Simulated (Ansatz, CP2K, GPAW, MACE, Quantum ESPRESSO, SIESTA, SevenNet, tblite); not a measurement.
**Other levels on amorphous polyisobutylene (as short chains C10H22) at 400 K (64 atoms)**

Density of this cell: 0.821 g/cm³. The cell holds 64 atoms: 20 C and 44 H. Its edges and angles: a = 8.318 Å, b = 8.318 Å, c = 8.318 Å, α = 90.0°, β = 90.0°, γ = 90.0°. 2 polyisobutylene chains of 2 units with methyl end groups placed at random, at 0.821 g/cm³; overlaps pushed apart, then 20 ps at 800 K with MMFF94 bonds, angles, torsions, charges and radii (Halgren, J. Comput. Chem. 17, 490 (1996)) in harmonic and 12-6 forms. Snapshot after 30 ps at 400 K and fixed volume. Then every atom was moved at random, 0.03 Å r.m.s. a Cartesian component (hydrogen 0.6 of that).

Geometry: as built.

The reference, a calculation:

| Property | Result |
| --- | --- |
| method | Kohn-Sham DFT, PBE, SSSP efficiency 1.3.0 pseudopotentials, plane waves (Quantum ESPRESSO 7.5); sssp-pbe-1.3.0-efficiency, cutoffs 45/360 Ry, Γ point |
| r.m.s. force component | 1.455 eV/Å |
| longest force | 6.794 eV/Å |
| pressure | 4.324 GPa |
| gap (highest filled to lowest empty level) | 5.382 eV |
| time | 45 s on 1 thread of Arm Neoverse V1, shared host |
| CPU time | 45 s |

Q: Estimate the differences from the reference, the CPU time and the memory of each run.
- GPAW PBE, grid h 0.18 Å (GPAW 26.7.0; 1 thread)
- tblite GFN2-xTB (tblite 0.8.0; 1 thread)
- SIESTA PBE, TZP, shift 0.01 Ry, mesh 300 Ry (SIESTA 5.4.2; 2 MPI ranks)
- GPAW PBE, LCAO dzp, h 0.2 Å (GPAW 26.7.0; 1 thread)
- GPAW PBE, LCAO szp(dzp), h 0.2 Å (GPAW 26.7.0; 1 thread)
- QE PBE+D3(BJ), sssp-1.3.0-efficiency, 45/360 Ry (Quantum ESPRESSO 7.5; 1 thread)
- QE PBE, sssp-1.3.0-efficiency, 45/360 Ry, paro (Quantum ESPRESSO 7.5; 2 MPI ranks)
- CP2K PBE, DZVP-MOLOPT-SR, 450/50 Ry, OT CG (CP2K 2026.2; 2 threads)
- MACE MP-0b2 small potential (MACE MP-0b2 small; 1 thread)
- GPAW PBE, LCAO dzp, h 0.2 Å, other mixer settings (GPAW 26.7.0; 1 thread)

Differences are against the plane-wave reference, forces as r.m.s. over components; share is that over the reference's r.m.s. force, slope the least-squares factor from reference forces to these. Total energies of different programs have different zeros and aren't compared.

```tsv
run	Δ force, r.m.s. (meV/Å)	share (%)	slope	Δ pressure (GPa)	Δ gap (eV)	cores	CPU time	memory (GiB)
reference	-	-	-	-	-	1	45 s	0.63
GPAW PBE, grid h 0.18 Å	7.52	0.517	1.001	-	0.0126	1	70 s	0.75
tblite GFN2-xTB	214	14.7	0.959	-2.19	-	1	5.6 s	0.11
SIESTA PBE, TZP, shift 0.01 Ry, mesh 300 Ry	334	23.0	1.096	3.46	0.518	2	70 s	0.73
GPAW PBE, LCAO dzp, h 0.2 Å	288	19.8	1.081	-	0.550	1	36 s	0.43
GPAW PBE, LCAO szp(dzp), h 0.2 Å (coarse)	1143	78.5	1.180	-	3.36	1	27 s	0.42
QE PBE+D3(BJ), sssp-1.3.0-efficiency, 45/360 Ry	4.32	0.297	0.999	-0.809	0	1	42 s	0.63
QE PBE, sssp-1.3.0-efficiency, 45/360 Ry, paro	0.185	0.0127	1.000	0.003	-2.0e-4	2	53 s	0.66
CP2K PBE, DZVP-MOLOPT-SR, 450/50 Ry, OT CG	59.0	4.06	1.029	0.276	1.77	2	7.1 min	0.67
MACE MP-0b2 small potential	104	7.16	0.970	-0.0127	-	1	7.2 s	0.67
GPAW PBE, LCAO dzp, h 0.2 Å, other mixer settings	288	19.8	1.081	-	0.550	1	41 s	0.39
```

Rows marked coarse were listed beforehand as settings not expected to be converged; some can still land near the reference.

Times of the machine-learned potentials are mostly Python's start and the loading of weights.

CPU time is summed over cores on a shared host, where runs went side by side, so it is rough. Symmetry, cutoffs, thresholds, outputs and thread counts weren't matched or tuned between programs; memory under MPI is the largest rank's times the ranks.

PBE on plane waves or a grid with other potentials, cutoffs or grids, coarse settings apart, differs from the reference by 0.52 % (GPAW PBE, grid h 0.18 Å) of the r.m.s. force; this holds the reference's own error, so differences of a few per cent don't tell which side is nearer the exact PBE result. With the reference's own potentials and cutoffs, another solver or threshold moves forces by 0.013 % (QE PBE, sssp-1.3.0-efficiency, 45/360 Ry, paro). The PBE runs in local orbitals, coarse settings apart, differ by 4.1 % (CP2K PBE, DZVP-MOLOPT-SR, 450/50 Ry, OT CG) to 23 % (SIESTA PBE, TZP, shift 0.01 Ry, mesh 300 Ry); basis, grid and potentials can all enter. Tight binding differs by 15 % (tblite GFN2-xTB); it is another model, with fitted parameters of its own, and the xTB methods hold dispersion. Periodic xTB results under one method name differ between programs and library versions. Machine-learned potentials mimic data converged in k, so the reference's own k-point error enters their differences. The network of contacts between molecules at the start is that of the classical potential that made the cell, and needn't be the one that DFT or experiment would give. The electronic-structure runs sample only Γ, in a cell whose shortest periodic width is 8 Å.

[Logs are printed without paths, hosts, clocks, repeated set-up lines and the standing remarks that a program may print on its own settings, such as how far it seeks lower states.]

[Hosts, paths, dates, database ids (printed as entryN), source tags and the programs' standing remarks are cut or masked in the printed files.]

[The MMFF94 radii named for the starting cell were scaled by 0.96; in molecules described by MMFF94, hydrogen bound to N, O or S took a small fixed 12-6 site in their place.]
